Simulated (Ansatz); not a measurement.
# Series on Al48Fe52 (at. %), by quench rate

Does a slower quench leave a cell of lower energy?

Computed with Ansatz 0.2.0: Kohn-Sham DFT, PBEsol, PAW (set soft_2). Every run is a single point, with the atoms held where the recipe put them (cutoff of the plane-wave runs 420 eV, fermi-dirac smearing of 0.1 eV, spin polarised).

First member: 94 atoms (45 Al, 49 Fe) placed at random at 4.39 g/cm³, melted at 2200 K for 10 ps at fixed volume with the EAM Al-Fe potential (Mendelev, Srolovitz, Ackland and Han, J. Mater. Res. 20, 208 (2005)). Quenched from 2200 K to 300 K at 10 K/ps and zero pressure, held 5 ps.

Last member: 94 atoms (45 Al, 49 Fe) placed at random at 4.39 g/cm³, melted at 2200 K for 10 ps at fixed volume with the EAM Al-Fe potential (Mendelev, Srolovitz, Ackland and Han, J. Mater. Res. 20, 208 (2005)). Quenched from 2200 K to 300 K at 1000 K/ps and zero pressure, held 5 ps.

The members:

```tsv
quench rate (K/ps)	reduced formula	atoms	valence electrons	k-mesh	basis	density (g/cm³)
10	Al45Fe49	94	919	2×2×2	plane waves	5.54
30	Al45Fe49	94	919	2×2×2	plane waves	5.46
100	Al45Fe49	94	919	2×2×2	plane waves	5.40
300	Al45Fe49	94	919	2×2×2	plane waves	5.44
1000	Al45Fe49	94	919	2×2×2	plane waves	5.41
```

Each cell is one sample from a classical run, so sample-to-sample scatter enters every column; pressures lack the kinetic term.

The input of the first member, without its atom lines; other members have their own cell and atoms, and may differ in mesh, basis and outputs:

```yaml
crystal:
  lattice:
    - [10.57821, 0.0, 0.0]
    - [0.0, 10.57821, 0.0]
    - [0.0, 0.0, 10.57821]
  atoms:
    [... 94 lines ...]
magnetization:
  spin_polarized: true
kpoints:
  mp_grid: { grid: [2, 2, 2] }
hamiltonian:
  xc: pbesol
scf:
  occupations: { method: fermi_dirac, width: 0.1 }
output:
  forces: true
  stress: true
  populations: true
  dos:
    method: { smearing: { sigma: 0.08 } }
    de: 0.1
    projected: { site_lists: { Al: [Al], Fe: [Fe] } }
  eigenvalues: true
  write_density: true
  write_potential: true
  volumetric_format: npy
```

**Question.** How do the results, the time and the memory go along the series?

Results:

```tsv
quench rate (K/ps)	energy less the first member's (meV/atom)	pressure (GPa)	r.m.s. force (eV/Å)	moment (μB)
10	0.0	-0.162	0.587	86.6
30	0.5	-1.36	0.527	87.4
100	10.1	-2.46	0.585	90.6
300	24.3	-0.858	0.523	87.1
1000	34.7	-0.946	0.550	90.0
```

Bonds in each cell, which the recipe sets and DFT didn't move; cutoffs follow each cell's own g(r) within set bounds (mean length in Å, and neighbours of the second kind about the first):

```tsv
quench rate (K/ps)	Al-Fe length	Al-Fe count	Al-Al length	Al-Al count
10	2.636	7.07	2.770	6.18
30	2.670	7.29	2.833	6.49
100	2.690	6.93	2.843	6.93
300	2.620	6.47	2.793	6.27
1000	2.636	6.24	2.786	6.62
```

Cost on 8 threads of Arm Neoverse V2, shared host:

```tsv
quench rate (K/ps)	atoms	basis	k-mesh	SCF cycles	time	host memory (GiB)
10	94	plane waves	2×2×2	41	12 min	11
30	94	plane waves	2×2×2	48	13 min	11
100	94	plane waves	2×2×2	45	14 min	11
300	94	plane waves	2×2×2	44	13 min	11
1000	94	plane waves	2×2×2	38	12 min	11
```

Times include the outputs that each run asked for, on hosts shared with other jobs.

What the series shows: The energy against the first member goes steadily from 0.0 meV/atom at 10 to 34.7 meV/atom at 1000 K/ps; each member is a single configuration. The slowest quench gives the lowest energy, by only 0.5 meV/atom, within the scatter of single samples. The pressure is lowest at 100 K/ps (-2.5 GPa) and highest at 10 K/ps (-0.16 GPa), with no steady trend. The two fastest quenches lie 29 meV/atom above the two slowest on average. The cells at 10, 30 and 300 K/ps partly crystallised in the classical run, so the series mixes kinds of structure.

Caveats: The starting topology of bonds comes from the classical model, and needn't be the one that DFT or experiment would give. The cells aren't relaxed by DFT, which could reorder their energies. The starting order of the moments was set by the recipe and needn't be the real material's. Even the slowest of these quenches is many orders faster than a laboratory quench.

[Logs are printed without paths, hosts, clocks, repeated set-up lines and the standing remarks that a program may print on its own settings, such as how far it seeks lower states.]

[Hosts, paths, dates, database ids (printed as entryN), source tags and the programs' standing remarks are cut or masked in the printed files.]
